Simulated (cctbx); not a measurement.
# La2Dy3In4Ni2 with cctbx, script by script

Library: cctbx 2025.11. The data are simulated by the first script.

## 1. Simulate the data

run.py:

```python
from cctbx import adptbx, crystal, miller, sgtbx, xray
from cctbx.array_family import flex
from iotbx.shelx import hklf
from scitbx import matrix
import scitbx.random

cs = crystal.symmetry(unit_cell=(8.028, 18.074, 3.693, 90, 90, 90), space_group_symbol='Hall: -P 2 2ab')  # Pbam
atoms = [  # label, site, U (iso, or U11 U22 U33 U12 U13 U23 in A^2), occupancy
    ("Dy1", (0, 0.5, 0.5), 0.0052, 1),
    ("Dy2", (0.2554, 0.2734, 0.5), 0.0046, 1),
    ("La1", (0.6153, 0.4122, 0.5), 0.0064, 1),
    ("In1", (0.4201, 0.1528, 0), 0.0070, 1),
    ("In2", (0.2897, 0.431, 0), 0.0058, 1),
    ("Ni1", (0.0359, 0.1943, 0), 0.0067, 1),
]
xs = xray.structure(crystal_symmetry=cs)
for label, site, u, occ in atoms:
    u = adptbx.u_cif_as_u_star(cs.unit_cell(), u) if isinstance(u, tuple) else u
    xs.add_scatterer(xray.scatterer(label, site=site, u=u, occupancy=occ))
xs.set_inelastic_form_factors(0.7749, "sasaki")
xs.show_summary()
p1 = xs.expand_to_p1()
ms = miller.build_set(p1, anomalous_flag=True, d_min=0.84)
flex.set_random_seed(42593)
scitbx.random.set_random_seed(42593)
ms = ms.select(flex.random_double(ms.size()) < 0.8)
i = ms.structure_factors_from_scatterers(p1, algorithm="direct").f_calc().as_intensity_array().data()
i = i * 5000 / flex.max(i)
sig = flex.sqrt(i + flex.pow2(0.02 * i) + 2 ** 2)
noise = scitbx.random.variate(scitbx.random.normal_distribution())(i.size())
data = ms.array(data=i + sig * noise, sigmas=sig).set_observation_type_xray_intensity()
with open("data.hkl", "w") as f:
    data.export_as_shelx_hklf(f)
print("reflections written:", data.size(), " <I/sigma> = %.1f" % flex.mean(data.data() / data.sigmas()))
for h, a, b in list(data.sort("data"))[:12]:
    print("%4d%4d%4d %9.1f %7.1f" % (h + (a, b)))
```

```console
$ python run.py
```

```text
Number of scatterers: 6
At special positions: 6
Unit cell: (8.028, 18.074, 3.693, 90, 90, 90)
Space group: P b a m (No. 55)
reflections written: 3024  <I/sigma> = 8.2
   0   0   2    4792.0   122.5
   2   2   1    2092.6    60.5
  -2   2   1    2073.0    60.5
  -2   2  -1    2028.2    60.5
   2  -2  -1    2019.5    60.5
  -2  -2  -1    1977.9    60.5
   2  -2   1    1960.9    60.5
   0   0  -4    1933.8    58.2
   0   0   4    1903.8    58.2
  -2  -2   1    1896.4    60.5
   2   2  -1    1846.2    60.5
  -3  -2   0    1660.1    52.9
```

It took 0.33 s on 1 thread of Arm Neoverse N1, on a shared host, peak memory 0.07 GiB.

## 2. Symmetry

run.py:

```python
from cctbx import crystal, sgtbx, statistics
from cctbx.array_family import flex
from iotbx.shelx import hklf

p1 = crystal.symmetry(unit_cell=(8.028, 18.074, 3.693, 90, 90, 90), space_group_symbol="P 1")
raw = hklf.reader(file_name="data.hkl").as_miller_arrays(crystal_symmetry=p1, anomalous=True)[0]
print(raw.size(), "reflections to d = %.3f A" % raw.d_min())
isig = raw.data() / raw.sigmas()
print("centring   violations  <I/sigma> of those")
best = "P"
for c in "ABCIRF":
    a = raw.customized_copy(space_group_info=sgtbx.space_group_info("Hall: %s 1" % c)).sys_absent_flags().data()
    m = flex.mean(isig.select(a))
    print("%5s %10d of %5d %8.1f" % (c, (isig.select(a) > 4).count(True), a.count(True), m))
    if (isig.select(a) > 4).count(True) < 0.01 * a.count(True):
        best = c
raw = raw.select(~raw.customized_copy(space_group_info=sgtbx.space_group_info("Hall: %s 1" % best)).sys_absent_flags().data())
isig = raw.data() / raw.sigmas()
rows = []
for s in sgtbx.space_group_symbol_iterator():
    g = sgtbx.space_group(s)
    if g.conventional_centring_type_symbol() != best or not g.is_compatible_unit_cell(p1.unit_cell(), 1e-3, 0.02):
        continue
    rows.append((s, g))
print("Laue class    unique    Rint  (classes that these axes allow; Friedel mates merged)")
rint = {}
for s, g in rows:
    laue = g.build_derived_patterson_group()
    key = laue.type().hall_symbol()
    if key not in rint:
        m = raw.customized_copy(space_group_info=laue.info(), anomalous_flag=False).merge_equivalents()
        rint[key] = m.r_int()
        print("%-14s %6d %7.3f" % (laue.type().lookup_symbol(), m.array().size(), m.r_int()))
floor = min(rint.values())
good = [(s, g) for s, g in rows if rint[g.build_derived_patterson_group().type().hall_symbol()] < 2 * floor + 0.03]
top = max(g.build_derived_patterson_group().order_z() for s, g in good)
print("space group    extra absences  I>4sigma  <I/sigma>")
for s, g in good:
    laue = g.build_derived_patterson_group()
    if laue.order_z() != top:
        continue
    a = raw.customized_copy(space_group_info=g.info()).sys_absent_flags().data()
    a &= ~raw.customized_copy(space_group_info=laue.info()).sys_absent_flags().data()
    bad = (isig.select(a) > 4).count(True)
    if bad <= 0.03 * a.count(True):
        print("%-16s %8d %10d %9s  %s" % (s.universal_hermann_mauguin(), a.count(True), bad, "%.1f" % flex.mean(isig.select(a)) if a.count(True) else "-", "centric" if g.is_centric() else "acentric"))
laue = max(good, key=lambda t: t[1].build_derived_patterson_group().order_z())[1].build_derived_patterson_group()
f = raw.customized_copy(space_group_info=laue.info(), anomalous_flag=False).merge_equivalents().array().eliminate_sys_absent().f_sq_as_f()
f.set_observation_type_xray_amplitude()
bins = max(3, min(8, f.size() // 12))
f.setup_binner(n_bins=bins)
w = statistics.wilson_plot(f, {e: n / laue.order_z() for e, n in {'Dy': 6.0, 'La': 4.0, 'In': 8.0, 'Ni': 4.0}.items()}, e_statistics=True)
print("Wilson B = %.2f A^2   <|E^2-1|> = %.3f (0.968 centric, 0.736 acentric)   E^2>4: %.1f %%" % (w.wilson_b, w.mean_e_sq_minus_1, w.percent_e_sq_gt_2))
print("shell (A)         n   <I/sigma>")
m = raw.customized_copy(space_group_info=laue.info(), anomalous_flag=False).merge_equivalents().array().eliminate_sys_absent()
for b in m.setup_binner(n_bins=bins).range_used():
    sel = m.binner().selection(b)
    print("%5.2f - %4.2f %6d %8.1f" % (min(m.binner().bin_d_range(b)[0] if m.binner().bin_d_range(b)[0] > 0 else 99, 99), m.binner().bin_d_range(b)[1], sel.count(True), flex.mean((m.data() / m.sigmas()).select(sel))))
```

```console
$ python run.py
```

```text
3024 reflections to d = 0.840 A
centring   violations  <I/sigma> of those
    A        997 of  1526      8.2
    B       1007 of  1534      8.3
    C        892 of  1496      7.5
    I        963 of  1520      8.3
    R       1295 of  2006      8.1
    F       1448 of  2278      8.0
Laue class    unique    Rint  (classes that these axes allow; Friedel mates merged)
P -1             1822   0.038
P 1 2/m 1         984   0.047
P 1 1 2/m        1095   0.046
P 2/m 1 1        1019   0.046
P m m m           614   0.051
space group    extra absences  I>4sigma  <I/sigma>
P 2 2 2                 0          0         -  acentric
P 21 2 2                9          0      -0.1  acentric
P 2 21 2               18          0       0.0  acentric
P 21 21 2              27          0       0.0  acentric
P m m 2                 0          0         -  acentric
P 2 m m                 0          0         -  acentric
P m 2 m                 0          0         -  acentric
P 21 a m               56          0      -0.1  acentric
P b 21 m              129          0       0.0  acentric
P m a 2                56          0      -0.1  acentric
P b m 2               129          0       0.0  acentric
P b a 2               185          0      -0.0  acentric
P m m m                 0          0         -  centric
P b m m               129          0       0.0  centric
P m a m                56          0      -0.1  centric
P b a m               185          0      -0.0  centric
Wilson B = 0.40 A^2   <|E^2-1|> = 0.895 (0.968 centric, 0.736 acentric)   E^2>4: 4.2 %
shell (A)         n   <I/sigma>
18.08 - 1.68     94     15.7
 1.68 - 1.33     81     20.4
 1.33 - 1.17     76     17.6
 1.17 - 1.06     78     16.1
 1.06 - 0.98     68     17.9
 0.98 - 0.93     68     16.4
 0.93 - 0.88     76     10.6
 0.88 - 0.84     73     14.6
```

Time: 0.49 s.

## 3. Charge flipping

run.py:

```python
import itertools
from cctbx import crystal, maptbx
from cctbx.array_family import flex
from iotbx.shelx import hklf
from smtbx.ab_initio import charge_flipping as cf

cs = crystal.symmetry(unit_cell=(8.028, 18.074, 3.693, 90, 90, 90), space_group_symbol='Hall: -P 2 2ab')  # Pbam
raw = hklf.reader(file_name="data.hkl").as_miller_arrays(crystal_symmetry=cs, anomalous=True)[0]
merged = raw.eliminate_sys_absent().merge_equivalents()
fo2 = merged.array().set_observation_type_xray_intensity()
f = fo2.average_bijvoet_mates().f_sq_as_f().resolution_filter(d_min=0.84)
p1 = f.expand_to_p1()
work = p1
flex.set_random_seed(44837)
it = cf.weak_reflection_improved_iterator(delta=None, weak_reflection_fraction=0.3)
it.start(work, phases=flex.random_double(p1.size()) * 6.2832, f_000=0)
it.delta = 1 * it.rho_map.sigma()
print("cycle      R  skewness")
for n, st in enumerate(itertools.islice(it, 200)):
    if n % 16 == 0:
        print("%5d %6.3f %8.2f" % (n, st.r1_factor(), st.rho_map.skewness()))
rho = p1.phase_transfer(it.f_calc).fft_map().apply_volume_scaling()
polish = cf.low_density_elimination_iterator(constant_rho_c=rho.sigma())
polish.start(f_obs=p1, phases=it.f_calc, f_000=0)
for _ in range(8):
    next(polish)
print("origin shift          correlation  skewness")
maps = []
for fc, shift, cc in itertools.islice(cf.f_calc_symmetrisations(f, polish.f_calc, 0), 4):
    m = f.phase_transfer(fc).fft_map(symmetry_flags=maptbx.use_space_group_symmetry, resolution_factor=0.25).apply_sigma_scaling()
    maps.append((m.skewness(), cc, m))
    print("%6.3f %6.3f %6.3f %10.3f %9.2f" % (tuple(shift) + (cc, m.skewness())))
skew, cc, m = max((t for t in maps if t[1] > maps[0][1] - 0.04), key=lambda t: t[0])
print("taken: symmetry correlation %.3f, skewness %.2f" % (cc, skew))
peaks = m.peak_search(parameters=maptbx.peak_search_parameters(min_distance_sym_equiv=0.9, max_clusters=11)).all()
sps = cs.special_position_settings(min_distance_sym_equiv=0.5)
print("peak      x       y       z  mult  height/sigma")
for k, (x, h) in enumerate(zip(peaks.sites(), peaks.heights())):
    ss = sps.site_symmetry(x)
    print("Q%-3d %7.4f %7.4f %7.4f %4d %8.1f" % ((k + 1,) + tuple(t % 1 for t in ss.exact_site()) + (ss.multiplicity(), h)))
```

```console
$ python run.py
```

```text
cycle      R  skewness
    0  0.651     0.22
   16  0.455     3.45
   32  0.355     4.47
   48  0.369     4.33
   64  0.353     4.23
   80  0.362     4.19
   96  0.365     4.32
  112  0.356     4.33
  128  0.361     4.28
  144  0.354     4.21
  160  0.348     4.29
  176  0.350     4.26
  192  0.350     4.20
origin shift          correlation  skewness
 0.435  0.421  0.200      0.830      2.23
 0.457  0.175  0.204      0.818      1.54
 0.180  0.416  0.167      0.795      1.75
 0.468  0.484  0.146      0.755      0.84
taken: symmetry correlation 0.830, skewness 2.23
peak      x       y       z  mult  height/sigma
Q1    0.2317  0.4325  0.5000    4     10.5
Q2    0.0000  0.0000  0.0000    2     10.3
Q3    0.2506  0.2782  0.0000    4      8.5
Q4    0.0000  0.5000  0.0000    2      7.0
Q5    0.0527  0.1609  0.5000    4      6.0
Q6    0.1672  0.6278  0.5000    4      4.8
Q7    0.1203  0.4150  0.5000    4      4.7
Q8    0.1104  0.5565  0.0000    4      4.3
Q9    0.1212  0.8507  0.0000    4      3.9
Q10   0.1645  0.0963  0.0000    4      3.8
Q11   0.0747  0.7651  0.5000    4      3.6
```

Time: 0.56 s.

## 4. Refinement (model from the peaks)

run.py:

```python
import math
from cctbx import adptbx, crystal, maptbx, sgtbx, xray
from cctbx.array_family import flex
from cctbx.xray import observations
from iotbx.shelx import hklf
from scitbx.lstbx import normal_eqns_solving
from smtbx import absolute_structure, utils
from smtbx.refinement import constraints, least_squares

cs = crystal.symmetry(unit_cell=(8.028, 18.074, 3.693, 90, 90, 90), space_group_symbol='Hall: -P 2 2ab')  # Pbam
atoms = [  # label, site, U (iso, or U11 U22 U33 U12 U13 U23 in A^2), occupancy
    ("Dy1", (0.2317, 0.4325, 0.5), 0.0200, 1),
    ("Dy2", (0, 0, 0), 0.0200, 1),
    ("La1", (0.2506, 0.2782, 0), 0.0200, 1),
    ("In1", (0.0527, 0.1609, 0.5), 0.0200, 1),
    ("In2", (0.1672, 0.6278, 0.5), 0.0200, 1),
    ("Ni1", (0.1104, 0.5565, 0), 0.0200, 1),
]
xs = xray.structure(crystal_symmetry=cs)
for label, site, u, occ in atoms:
    u = adptbx.u_cif_as_u_star(cs.unit_cell(), u) if isinstance(u, tuple) else u
    xs.add_scatterer(xray.scatterer(label, site=site, u=u, occupancy=occ))
xs.set_inelastic_form_factors(0.7749, "sasaki")
raw = hklf.reader(file_name="data.hkl").as_miller_arrays(crystal_symmetry=cs, anomalous=True)[0]
merged = raw.eliminate_sys_absent().merge_equivalents()
fo2 = merged.array().set_observation_type_xray_intensity()
print("Rint %.3f, %d unique reflections to %.2f A" % (merged.r_int(), fo2.size(), fo2.d_min()))
for sc in xs.scatterers():
    sc.flags.set_grad_site(True)
    sc.flags.set_grad_u_aniso(sc.flags.use_u_aniso())
    sc.flags.set_grad_u_iso(sc.flags.use_u_iso())
obs = fo2.as_xray_observations()
extra = {}
rep = constraints.reparametrisation(xs, [], utils.connectivity_table(xs), **extra)
ls = least_squares.crystallographic_ls(obs, rep, weighting_scheme=least_squares.mainstream_shelx_weighting(a=0, b=0))
print("cycle     R1     wR2    GooF  max shift (A)")
for cycle in range(6):
    ls.build_up()
    r1, wr2, goof = ls.r1_factor(cutoff_factor=2)[0], ls.wR2(), ls.goof()
    old = xs.sites_cart()
    normal_eqns_solving.levenberg_marquardt_iterations(ls, n_max_iterations=3, tau=0.0001, step_threshold=1e-7)
    big = flex.max((xs.sites_cart() - old).norms())
    print("%4d %7.4f %7.4f %7.3f %9.5f" % (cycle + 1, r1, wr2, goof, big))
    ls.build_up(objective_only=True)
    if abs(ls.wR2() - wr2) < 5e-5 and big < 5e-4:
        break
ls.build_up()
print("final R1 %.4f wR2 %.4f GooF %.3f  parameters %d  data/parameter %.1f" % (ls.r1_factor(cutoff_factor=2)[0], ls.wR2(), ls.goof(), ls.n_parameters, fo2.size() / ls.n_parameters))
cov = ls.covariance_matrix_and_annotations()
su = dict(zip(cov.annotations, (math.sqrt(max(v, 0)) for v in cov.matrix.matrix_packed_u_diagonal())))
a2 = cs.unit_cell().reciprocal_parameters()[0] ** -2
print("atom        x        y        z      Ueq    occ   su(xyz)  su(Uiso or U11)")
for sc in xs.scatterers():
    s = max(su.get(sc.label + k, 0) for k in (".x", ".y", ".z"))
    npd = "" if sc.is_positive_definite_u(cs.unit_cell()) else "  NPD"
    print("%-5s %8.5f %8.5f %8.5f %8.4f %6.3f %8.5f %7.4f%s" % ((sc.label,) + sc.site + (sc.u_iso_or_equiv(cs.unit_cell()), sc.occupancy, s, su.get(sc.label + ".uiso", su.get(sc.label + ".u11", 0) * a2), npd)))
fo = fo2.f_sq_as_f()
fc = fo.structure_factors_from_scatterers(xs, algorithm="direct").f_calc()
diff = fo.f_obs_minus_f_calc(1 / math.sqrt(ls.scale_factor()), fc).average_bijvoet_mates()
m = diff.fft_map(symmetry_flags=maptbx.use_space_group_symmetry, resolution_factor=0.25).apply_volume_scaling()
print("difference map: max %.2f min %.2f rms %.2f" % (m.statistics().max(), m.statistics().min(), m.statistics().sigma()))
peaks = m.peak_search(parameters=maptbx.peak_search_parameters(min_distance_sym_equiv=0.6, max_clusters=5)).all()
near = xs.closest_distances(peaks.sites(), distance_cutoff=4)
sps = cs.special_position_settings(min_distance_sym_equiv=0.5)
for k, (x, h) in enumerate(zip(peaks.sites(), peaks.heights())):
    ss = sps.site_symmetry(x)
    print("Q%-3d %7.4f %7.4f %7.4f %4d %7.2f  %.2f A from %s" % ((k + 1,) + tuple(t % 1 for t in ss.exact_site()) + (ss.multiplicity(), h, near.smallest_distances[k], xs.scatterers()[near.i_seqs[k]].label)))
```

```console
$ python run.py
```

```text
Rint 0.050, 552 unique reflections to 0.84 A
cycle     R1     wR2    GooF  max shift (A)
   1  0.7062  0.9417  22.610   0.51473
   2  0.3512  0.6480  15.559   0.06484
   3  0.3390  0.6370  15.295   0.02434
   4  0.3356  0.6322  15.179   0.04379
   5  0.3332  0.6294  15.112   0.02531
   6  0.4557  0.7641  18.347   0.06568
final R1 0.3325 wR2 0.6291 GooF 15.105  parameters 16  data/parameter 34.5
atom        x        y        z      Ueq    occ   su(xyz)  su(Uiso or U11)
Dy1    0.21070  0.42988  0.50000   0.0115  1.000  0.00140  0.0029
Dy2    0.00000  0.00000  0.00000   0.0001  1.000  0.00000  0.0031
La1    0.24470  0.27343  0.00000   0.0001  1.000  0.00118  0.0029
In1    0.08100  0.15290  0.50000   0.0001  1.000  0.00166  0.0032
In2    0.14955  0.62179  0.50000   0.3932  1.000  0.02132  0.1062
Ni1    0.11609  0.58753  0.00000   0.0001  1.000  0.00283  0.0051
difference map: max 110.59 min -25.31 rms 6.65
Q1    0.1145  0.5872  0.0000    4  114.67  0.01 A from Ni1
Q2    0.2492  0.2732  0.0000    4   79.22  0.04 A from La1
Q3    0.0343  0.6930  0.5000    4   79.10  1.59 A from In2
Q4    0.0000  0.0000  0.0000    2   39.49  0.00 A from Dy2
Q5    0.0777  0.1510  0.5000    4   27.52  0.04 A from In1
```

Time: 0.62 s.

Figures of merit this high mean that the model is still wrong or incomplete.

## 5. Charge flipping

run.py, as its changes from the last script of this kind:

```diff
@@ -13,2 +13,3 @@
-work = p1
-flex.set_random_seed(44837)
+p1.setup_binner_counting_sorted(reflections_per_bin=max(40, p1.size() // 12))
+work = p1.array(data=p1.data() / p1.amplitude_quasi_normalisations().data())
+flex.set_random_seed(44838)
@@ -19,2 +20,2 @@
-for n, st in enumerate(itertools.islice(it, 200)):
-    if n % 16 == 0:
+for n, st in enumerate(itertools.islice(it, 400)):
+    if n % 33 == 0:
```

```console
$ python run.py
```

```text
cycle      R  skewness
    0  0.628     0.20
   33  0.497     1.50
   66  0.491     3.37
   99  0.486     3.25
  132  0.499     3.33
  165  0.496     3.35
  198  0.498     3.35
  231  0.499     3.24
  264  0.505     3.33
  297  0.480     3.34
  330  0.486     3.27
  363  0.496     3.24
  396  0.482     3.27
origin shift          correlation  skewness
 0.116  0.143  0.002      0.822      1.96
 0.121  0.420  0.004      0.810      1.28
 0.122  0.214  0.009      0.802      1.59
 0.333  0.218  0.006      0.797      1.57
taken: symmetry correlation 0.822, skewness 1.96
peak      x       y       z  mult  height/sigma
Q1    0.2334  0.6737  0.0000    4     10.1
Q2    0.1082  0.9766  0.0000    4      8.4
Q3    0.2148  0.0267  0.5000    4      8.1
Q4    0.0534  0.7349  0.5000    4      6.6
Q5    0.0294  0.4221  0.0000    4      5.5
Q6    0.0590  0.3057  0.5000    4      4.3
Q7    0.1716  0.3356  0.5000    4      3.9
Q8    0.0843  0.8961  0.0000    4      3.7
Q9    0.1868  0.8523  0.5000    4      3.7
Q10   0.9946  0.1026  0.5000    4      3.5
Q11   0.1370  0.2586  0.0000    4      3.3
```

Time: 0.67 s.

## 6. Refinement (model from the peaks)

run.py, as its changes from the last script of this kind:

```diff
@@ -12,6 +12,5 @@
-    ("Dy1", (0.2317, 0.4325, 0.5), 0.0200, 1),
-    ("Dy2", (0, 0, 0), 0.0200, 1),
-    ("La1", (0.2506, 0.2782, 0), 0.0200, 1),
-    ("In1", (0.0527, 0.1609, 0.5), 0.0200, 1),
-    ("In2", (0.1672, 0.6278, 0.5), 0.0200, 1),
-    ("Ni1", (0.1104, 0.5565, 0), 0.0200, 1),
+    ("La1", (0.2334, 0.6737, 0), 0.0200, 1),
+    ("Dy1", (0.1082, 0.9766, 0), 0.0200, 1),
+    ("In1", (0.2148, 0.0267, 0.5), 0.0200, 1),
+    ("In2", (0.0534, 0.7349, 0.5), 0.0200, 1),
+    ("Ni1", (0.0294, 0.4221, 0), 0.0200, 1),
@@ -62 +61 @@
-peaks = m.peak_search(parameters=maptbx.peak_search_parameters(min_distance_sym_equiv=0.6, max_clusters=5)).all()
+peaks = m.peak_search(parameters=maptbx.peak_search_parameters(min_distance_sym_equiv=0.6, max_clusters=6)).all()
```

```console
$ python run.py
```

```text
Rint 0.050, 552 unique reflections to 0.84 A
cycle     R1     wR2    GooF  max shift (A)
   1  0.6986  0.9364  22.463   0.42571
   2  0.6164  0.8997  21.581   0.09887
   3  0.6518  0.9195  22.057   0.16379
   4  0.6199  0.9009  21.610   0.08133
   5  0.6175  0.8988  21.561   0.02826
   6  0.6200  0.8997  21.583   0.02277
final R1 0.6186 wR2 0.8990 GooF 21.565  parameters 15  data/parameter 36.8
atom        x        y        z      Ueq    occ   su(xyz)  su(Uiso or U11)
La1    0.24463  0.66846  0.00000   0.0001  1.000  0.00349  0.0073
Dy1    0.11328  0.97795  0.00000   0.0015  1.000  0.00371  0.0070
In1    0.21764  0.02947  0.50000   0.0001  1.000  0.00565  0.0086
In2    0.05267  0.75170  0.50000   0.0051  1.000  0.00523  0.0096
Ni1    0.00208  0.39452  0.00000   0.0001  1.000  0.00950  0.0183
difference map: max 242.57 min -125.90 rms 22.47
Q1    0.2524  0.1695  0.0000    4  245.42  0.03 A from La1
Q2    0.0066  0.4030  0.0000    4  205.77  0.16 A from Ni1
Q3    0.1220  0.9845  0.0000    4  169.87  0.14 A from Dy1
Q4    0.2057  0.0315  0.5000    4  149.85  0.10 A from In1
Q5    0.0588  0.7535  0.5000    4  139.28  0.06 A from In2
Q6    0.1973  0.8334  0.5000    4  102.22  1.88 A from In2
```

It took 0.63 s on 1 thread of Arm Neoverse N1, with other jobs on the host, peak memory 0.09 GiB.

Figures of merit this high mean that the model is still wrong or incomplete.

[Logs are printed without paths, hosts, clocks, repeated set-up lines and the standing remarks that a program may print on its own settings, such as how far it seeks lower states.]
